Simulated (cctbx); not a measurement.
# What is wrong with this refinement?

Cell a = 7.7680 Å, b = 7.7680 Å, c = 7.7680 Å, α = 90.00°, β = 90.00°, γ = 90.00°; space group Fm-3m (no. 225).

Simulated single-crystal data (cctbx): Ag Kα, λ = 0.56087 Å, to d = 0.6 Å, 95 % of the full sphere, strongest reflection 20000 counts, noise from counting, a 6 % proportional error and a noise floor of 4 counts (s.d.); no absorption.

An anisotropic refinement with weights 1/σ² prints:

```text
Rint 0.054, 83 unique reflections to 0.61 A
cycle     R1     wR2    GooF  max shift (A)
   1  0.4671  0.6787  35.336   0.00000
   3  0.3037  0.4347  22.630   0.00000
final R1 0.3037 wR2 0.4347 GooF 22.630  parameters 2  data/parameter 41.5
atom        x        y        z      Ueq    occ   su(xyz)  su(Uiso or U11)
Sc1    0.00000  0.00000  0.00000   0.0104  1.000  0.00000  0.0021
Na1    0.25000  0.25000  0.75000  -0.0116  1.000  0.00000  0.0017  NPD
difference map: max 33.76 min -0.91 rms 2.30
Q1    0.2500  0.2500  0.2500    8   36.17  0.00 A from Na1
Q2    0.0000  0.0000  0.5000    4   27.06  3.36 A from Na1
Q3    0.0000  0.0000  0.0000    4   21.87  0.00 A from Sc1
Q4    0.1269  0.1879  0.2493  192    0.43  1.07 A from Na1
Q5    0.1720  0.1720  0.3280   32    0.34  1.05 A from Na1
Q6    0.1707  0.1707  0.1707   32    0.26  1.07 A from Na1
```

**Question.** Can this result stand? If not, what is the likely fault?

Mend it. The fault: an atom left out, Na at (1/2, 0, 0). Against the right model at the same level, R1 goes from 0.0098 to 0.3037 and GooF from 1.05 to 22.63, U of Na1 shrinks from 0.0157 to -0.0116 Å², the top difference peak, 36.2 e/Å³, lies on Na1 and Na1 goes non-positive-definite. Q2 is the missing atom. With scattering power missing, scale and phases suffer, so peaks may also grow on the heavy atoms.

The compound is Na3Sc. The right model at the same level gives:

```text
Rint 0.054, 83 unique reflections to 0.61 A
cycle     R1     wR2    GooF  max shift (A)
   1  0.0098  0.0201   1.052   0.00000
   2  0.0098  0.0200   1.049   0.00000
final R1 0.0098 wR2 0.0200 GooF 1.049  parameters 3  data/parameter 27.7
atom        x        y        z      Ueq    occ   su(xyz)  su(Uiso or U11)
Sc1    0.00000  0.00000  0.00000   0.0146  1.000  0.00000  0.0001
Na1    0.50000  0.00000  0.00000   0.0191  1.000  0.00000  0.0001
Na2    0.25000  0.25000  0.75000   0.0157  1.000  0.00000  0.0001
difference map: max 0.15 min -0.08 rms 0.04
Q1    0.0000  0.0000  0.0722   24    0.15  0.56 A from Sc1
Q2    0.0000  0.0000  0.5000    4    0.13  0.00 A from Na1
Q3    0.2500  0.2500  0.2500    8    0.12  0.00 A from Na2
Q4    0.1765  0.1765  0.3235   32    0.10  0.99 A from Na2
Q5    0.0906  0.2500  0.2500   48    0.07  1.24 A from Na2
Q6    0.0000  0.0000  0.1888   24    0.06  1.47 A from Sc1
```

The model is made up (kin elements in a known structure type, no relaxation), so it says nothing on whether the phase exists.

[Middle refinement cycles are left out of these outputs.]

[Logs are printed without paths, hosts, clocks, repeated set-up lines and the standing remarks that a program may print on its own settings, such as how far it seeks lower states.]
